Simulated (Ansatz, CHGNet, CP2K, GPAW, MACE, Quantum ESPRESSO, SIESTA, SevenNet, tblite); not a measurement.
## Running Ta(100)/ZrC(100) interface (56 atoms) with Quantum ESPRESSO

Aim: run Ta(100)/ZrC(100) interface (56 atoms) in Quantum ESPRESSO and see how near its forces come to a plane-wave reference, and at what cost.

Program: Quantum ESPRESSO 7.5. Level of theory: the method is named at each step. Results are calculated unless marked as measured.

### Step 1. Starting point

The cell holds 56 atoms: 24 Ta, 16 Zr and 16 C. Its edges and angles: a = 13.619 Å, b = 6.606 Å, c = 11.983 Å, α = 90.0°, β = 90.0°, γ = 104.0°. Bcc Ta(100), 3 repeat layers, 8 surface cells, strained -0.00 and +0.00 %; rock-salt ZrC(100), 2 layers, 8 cells, -0.57 and -0.57 %; outer planes 3.13 Å apart and 3.19 Å at the second interface of the periodic stack; not relaxed, displaced by a Gaussian of 0.02 Å. Then every atom was moved at random, 0.02 Å r.m.s. a Cartesian component. Regions: Ta, 24 atoms (24 Ta); ZrC, 32 atoms (16 Zr and 16 C). The structure's axis is c.

The yardstick, on the same geometry:

| Quantity | Value |
| --- | --- |
| method | Kohn-Sham DFT, PBE, PAW, plane waves (Ansatz 0.2.0); cutoff 420 eV, Γ point, fermi-dirac smearing of 0.05 eV; PAW set soft_2 |
| r.m.s. force component | 0.4773 eV/Å |
| longest force | 1.566 eV/Å |
| pressure | -11.57 GPa |
| SCF cycles | 9 |
| time | 15 s on 4 threads of Arm Neoverse V1, shared host |
| CPU time | 56 s |

### Step 2. PBE, sssp-1.3.0-efficiency, 45/360 Ry

Method: Kohn-Sham DFT, PBE, SSSP efficiency 1.3.0 pseudopotentials, plane waves.

pw.in reads:

```
&control
  calculation = 'scf'
  pseudo_dir = './pseudo'
  outdir = './tmp'
  disk_io = 'none'
  tprnfor = .true.
  tstress = .true.
/
&system
  ibrav = 0
  nat = 56
  ntyp = 3
  ecutwfc = 45
  ecutrho = 360
  nosym = .true.
  occupations = 'smearing'
  smearing = 'fd'
  degauss = 0.003675
/
&electrons
  conv_thr = 2.8e-07
  electron_maxstep = 100
  mixing_beta = 0.2
  mixing_mode = 'local-TF'
  diagonalization = 'david'
/
ATOMIC_SPECIES
Ta 180.948 Ta.upf
Zr 91.224 Zr.upf
C 12.011 C.upf
CELL_PARAMETERS angstrom
13.61860 0.00000 0.00000
-1.60219 6.40876 0.00000
0.00000 0.00000 11.98281
ATOMIC_POSITIONS crystal
Ta 0.74718 0.36808 0.99353
Ta 0.62483 0.57201 0.13593
Ta 0.50020 0.24774 0.27793
Ta 0.74870 0.86377 0.00106
Ta 0.62452 0.06035 0.13806
Ta 0.50051 0.74443 0.27399
Ta 0.49942 0.24566 0.00106
Ta 0.37359 0.43634 0.14001
Ta 0.24969 0.12546 0.27439
Ta 0.50049 0.75155 0.99665
Ta 0.37444 0.93694 0.13703
Ta 0.25160 0.62938 0.27180
Ta 0.25428 0.12701 0.99970
Ta 0.12534 0.32187 0.13417
Ta 0.00080 0.00547 0.27339
Ta 0.25066 0.62372 0.99796
Ta 0.12449 0.81186 0.13949
Ta 0.99985 0.50470 0.27721
Ta 0.00038 0.99892 0.00519
Ta 0.87901 0.18951 0.13693
Ta 0.74949 0.87524 0.27659
Ta 0.00003 0.50351 0.99580
Ta 0.87838 0.68608 0.13682
Ta 0.74703 0.37642 0.27884
Zr 0.02943 0.23085 0.53631
C 0.90483 0.41411 0.53617
Zr 0.90095 0.41982 0.73510
C 0.02479 0.22667 0.73833
Zr 0.77867 0.09996 0.54007
C 0.65013 0.29556 0.53996
Zr 0.64873 0.28610 0.73323
C 0.77648 0.10750 0.73301
Zr 0.52853 0.97694 0.53441
C 0.40398 0.17149 0.53593
Zr 0.40031 0.16051 0.73590
C 0.52882 0.97633 0.73199
Zr 0.27275 0.84405 0.53573
C 0.15593 0.04755 0.54130
Zr 0.15246 0.03521 0.73479
C 0.27584 0.85419 0.73476
Zr 0.02928 0.72508 0.53470
C 0.90118 0.91434 0.53477
Zr 0.90334 0.91796 0.72889
C 0.02824 0.72904 0.72970
Zr 0.77744 0.60649 0.53089
C 0.65150 0.79028 0.53495
Zr 0.65279 0.79578 0.73443
C 0.77646 0.60102 0.73542
Zr 0.52833 0.47576 0.53445
C 0.40447 0.66675 0.53505
Zr 0.40371 0.66381 0.73456
C 0.52874 0.48048 0.73507
Zr 0.27369 0.34537 0.53752
C 0.15187 0.53555 0.53967
Zr 0.15212 0.53506 0.73730
C 0.27969 0.35508 0.73653
K_POINTS gamma
```

Run with:

```sh
OMP_NUM_THREADS=1 mpirun -np 4 pw.x -in pw.in > output.txt
```

Log:

```text
Program PWSCF
     gamma-point specific algorithms are used
     one sub-group per band group will be used
     scalapack distributed-memory algorithm (size of sub-group:  2*  2 procs)
     Parallelization info
     sticks:   dense  smooth     PW     G-vecs:    dense   smooth      PW
     Min        2230    1114    280               203566    71962    9008
     Max        2232    1116    282               203570    71972    9010
     Sum        8923    4461   1125               814271   287869   36037
     bravais-lattice index     =            0
     lattice parameter (alat)  =      25.7354  a.u.
     unit-cell volume          =    7057.6765 (a.u.)^3
     number of atoms/cell      =           56
     number of atomic types    =            3
     number of electrons       =       568.00
     number of Kohn-Sham states=          341
     kinetic-energy cutoff     =      45.0000  Ry
     charge density cutoff     =     360.0000  Ry
     scf convergence threshold =      2.8E-07
     mixing beta               =       0.2000
     number of iterations used =            8  local-TF  mixing
     Exchange-correlation= SLA  PW   PBX  PBC
                           (   1   4   3   4   0   0   0)
     crystal axes: (cart. coord. in units of alat)
               a(1) = (   1.000000   0.000000   0.000000 )
               a(2) = (  -0.117647   0.470589   0.000000 )
               a(3) = (   0.000000   0.000000   0.879886 )
     reciprocal axes: (cart. coord. in units 2 pi/alat)
               b(1) = (  1.000000  0.250000 -0.000000 )
               b(2) = (  0.000000  2.124998  0.000000 )
               b(3) = (  0.000000 -0.000000  1.136511 )
     PseudoPot. # 1 for Ta:
     Pseudo is Ultrasoft + core correction, Zval = 13.0
     PseudoPot. # 2 for Zr:
     Pseudo is Ultrasoft + core correction, Zval = 12.0
     PseudoPot. # 3 for C :
     Pseudo is Projector augmented-wave + core cor, Zval =  4.0
     atomic species   valence    mass     pseudopotential
     Ta               13.00   180.94800     Ta( 1.00)
     Zr               12.00    91.22400     Zr( 1.00)
     C                 4.00    12.01100     C ( 1.00)
     No symmetry found
   Cartesian axes
     number of k points=     1  Fermi-Dirac smearing, width (Ry)=  0.0037
                       cart. coord. in units 2pi/alat
        k(    1) = (   0.0000000   0.0000000   0.0000000), wk =   2.0000000
     Dense  grid:   407136 G-vectors     FFT dimensions: ( 160,  75, 144)
     Smooth grid:   143935 G-vectors     FFT dimensions: ( 120,  54, 100)
     Check: negative core charge=   -0.000003
     Initial potential from superposition of free atoms
     starting charge     567.9383, renormalised to     568.0000
     negative rho (up, down):  3.232E+00 0.000E+00
     Starting wfcs are  584 randomized atomic wfcs
     Self-consistent Calculation
     iteration #  1     ecut=    45.00 Ry     beta= 0.20
     negative rho (up, down):  3.235E+00 0.000E+00
     total energy              =   -5288.37325014 Ry
     estimated scf accuracy    <      34.43137130 Ry
     iteration #  2     ecut=    45.00 Ry     beta= 0.20
     negative rho (up, down):  3.260E+00 0.000E+00
     total energy              =   -5282.27746283 Ry
     estimated scf accuracy    <      24.41778313 Ry
     iteration #  3     ecut=    45.00 Ry     beta= 0.20
     negative rho (up, down):  3.271E+00 0.000E+00
     total energy              =   -5285.50997154 Ry
     estimated scf accuracy    <       3.94284976 Ry
     iteration #  4     ecut=    45.00 Ry     beta= 0.20
     negative rho (up, down):  3.294E+00 0.000E+00
     total energy              =   -5285.94301069 Ry
     estimated scf accuracy    <       1.45468947 Ry
     iteration #  5     ecut=    45.00 Ry     beta= 0.20
     negative rho (up, down):  3.331E+00 0.000E+00
     total energy              =   -5285.66867923 Ry
     estimated scf accuracy    <       2.08933715 Ry
     iteration #  6     ecut=    45.00 Ry     beta= 0.20
[...]
total energy              =   -5285.80979968 Ry
     estimated scf accuracy    <       0.09863531 Ry
[...]
c_bands:  1 eigenvalues not converged
[...]
total energy              =   -5285.80780896 Ry
[...]
iteration # 17     ecut=    45.00 Ry     beta= 0.20
[...]
total energy              =   -5285.80780886 Ry
     estimated scf accuracy    <       0.00000109 Ry
     iteration # 18     ecut=    45.00 Ry     beta= 0.20
[...]
total energy              =   -5285.80780894 Ry
     estimated scf accuracy    <       0.00000045 Ry
     iteration # 19     ecut=    45.00 Ry     beta= 0.20
     negative rho (up, down):  3.367E+00 0.000E+00
     End of self-consistent calculation
          k = 0.0000 0.0000 0.0000 ( 18019 PWs)   bands (ev):
   -54.8428 -54.8271 -54.8025 -54.7914 -54.7712 -54.7644 -54.7591 -54.7578
   -54.7524 -54.7419 -54.7273 -54.7093 -54.7029 -54.7009 -54.6738 -54.6704
   -54.1195 -54.1135 -54.0791 -54.0683 -54.0246 -54.0162 -54.0073 -53.9849
   -35.0191 -34.9994 -34.9517 -34.9402 -34.9152 -34.9035 -34.8939 -34.8806
   -34.8738 -34.8607 -34.8572 -34.8533 -34.8449 -34.8376 -34.8352 -34.7511
   -21.4975 -21.4870 -21.4815 -21.4768 -21.4689 -21.4520 -21.4383 -21.4136
[...]
14.8667  14.8936  14.9408  14.9571  15.0115  15.0257  15.0465  15.0596
    15.1035  15.1387  15.2106  15.2977  15.3255  15.3471  15.3737  15.4189
    15.4340  15.5001  15.5312  15.5723  15.6117  15.6291  15.6536  15.6678
    15.6992  15.8237  15.8653  15.8891  15.9325
     the Fermi energy is    13.4533 ev
!    total energy              =   -5285.80780894 Ry
     estimated scf accuracy    <       0.00000009 Ry
     smearing contrib. (-TS)   =      -0.02896513 Ry
     internal energy E=F+TS    =   -5285.77884381 Ry
     The total energy is F=E-TS. E is the sum of the following terms:
     one-electron contribution =   -1274.13461383 Ry
     hartree contribution      =     850.04225103 Ry
     xc contribution           =   -1367.45619894 Ry
     ewald contribution        =   -3395.43021141 Ry
     one-center paw contrib.   =     -98.80007067 Ry
     convergence has been achieved in  19 iterations
     negative rho (up, down):  3.367E+00 0.000E+00
     Forces acting on atoms (cartesian axes, Ry/au):
     atom    1 type  1   force =     0.01712071    0.01767676    0.05601108
     atom    2 type  1   force =     0.00793431   -0.05282983    0.00414947
     atom    3 type  1   force =    -0.00587533   -0.00336192   -0.04477692
     atom    4 type  1   force =     0.01480961    0.02957166    0.02579304
     atom    5 type  1   force =    -0.00092172    0.00868717   -0.00344418
     atom    6 type  1   force =    -0.01621882    0.00282094   -0.02563722
[...]
atom   54 type  3   force =     0.00974468    0.01848611    0.00869878
     atom   55 type  2   force =    -0.00796361    0.01452021    0.00447418
     atom   56 type  3   force =    -0.01083046   -0.02118912   -0.02795808
     Total force =     0.241829     Total SCF correction =     0.000698
     Computing stress (Cartesian axis) and pressure
     negative rho (up, down):  3.367E+00 0.000E+00
          total   stress  (Ry/bohr**3)                   (kbar)     P=     -120.57
  -0.00076284  -0.00003422   0.00014920         -112.22       -5.03       21.95
  -0.00003422  -0.00064014   0.00010607           -5.03      -94.17       15.60
   0.00014920   0.00010607  -0.00105584           21.95       15.60     -155.32
     Message from routine punch:
     Nothing written, as per user request (disk_io='none')
```

Wall time 3.3 min (4 MPI ranks of Arm Neoverse V1, shared host); peak memory 3.5 GiB.

Banners, paths, timers and routine set-up lines are dropped from the logs unmarked, and long logs keep their key lines alone; longer cuts are marked.

Compared with the plane-wave run:

```
r.m.s. force component                  : 0.4797 eV/Å
r.m.s. difference of force components   : 3.863 meV/Å
longest difference of force vectors     : 11.19 meV/Å
force difference over r.m.s. force      : 0.8093 %
slope of forces against the reference's : 1.005
correlation of force components         : 1
pressure                                : -12.06 GPa
pressure difference                     : -0.4873 GPa
```

Length of the force difference by element (eV/Å):

```csv
element,atoms,mean,most
C,16,0.0061,0.010
Ta,24,0.0072,0.011
Zr,16,0.0041,0.0053
```

The surroundings of Ta1, which bears the longest force, nearest first, numbered as they follow in the input and with coordinates relative to it.

```
atom      x      y      z  distance (Å)     Fx     Fy  Fz (eV/Å)
 Ta1   0.00   0.00   0.00          0.00   0.44   0.45       1.44
 Ta5  -1.18  -1.97   1.73          2.88  -0.02   0.22      -0.09
 Ta2  -1.99   1.31   1.71          2.93   0.20  -1.36       0.11
Ta20   2.08  -1.14   1.72          2.93  -0.71  -0.11      -0.05
Ta23   1.28   2.04   1.72          2.96  -0.64  -0.05       0.21
 Ta4  -0.77   3.18   0.09          3.27   0.38   0.76       0.66
 Ta7  -3.18  -0.78   0.09          3.27   0.27   0.52       0.66
 Ta4   0.83  -3.23   0.09          3.34   0.38   0.76       0.66
Ta22   3.23   0.87   0.03          3.34   0.30   0.27       1.06
Zr31  -1.21  -0.53  -3.12          3.39   0.26   0.67       0.33
Ta24  -0.02   0.05   3.42          3.42  -0.35  -0.31      -1.18
 C48   0.03   1.49  -3.09          3.43  -0.15   0.15      -0.62
```

Forces lie 0.81 % from the reference's, at 14 times its CPU time.

[end of part 1 of 2]

[Also dropped from logs without a mark: logging warnings of Python, and SIESTA's first energy breakdown and zero terms.]

[Logs are printed without paths, hosts, clocks, repeated set-up lines and the standing remarks that a program may print on its own settings, such as how far it seeks lower states.]

[Hosts, paths, dates, database ids (printed as entryN), source tags and the programs' standing remarks are cut or masked in the printed files.]
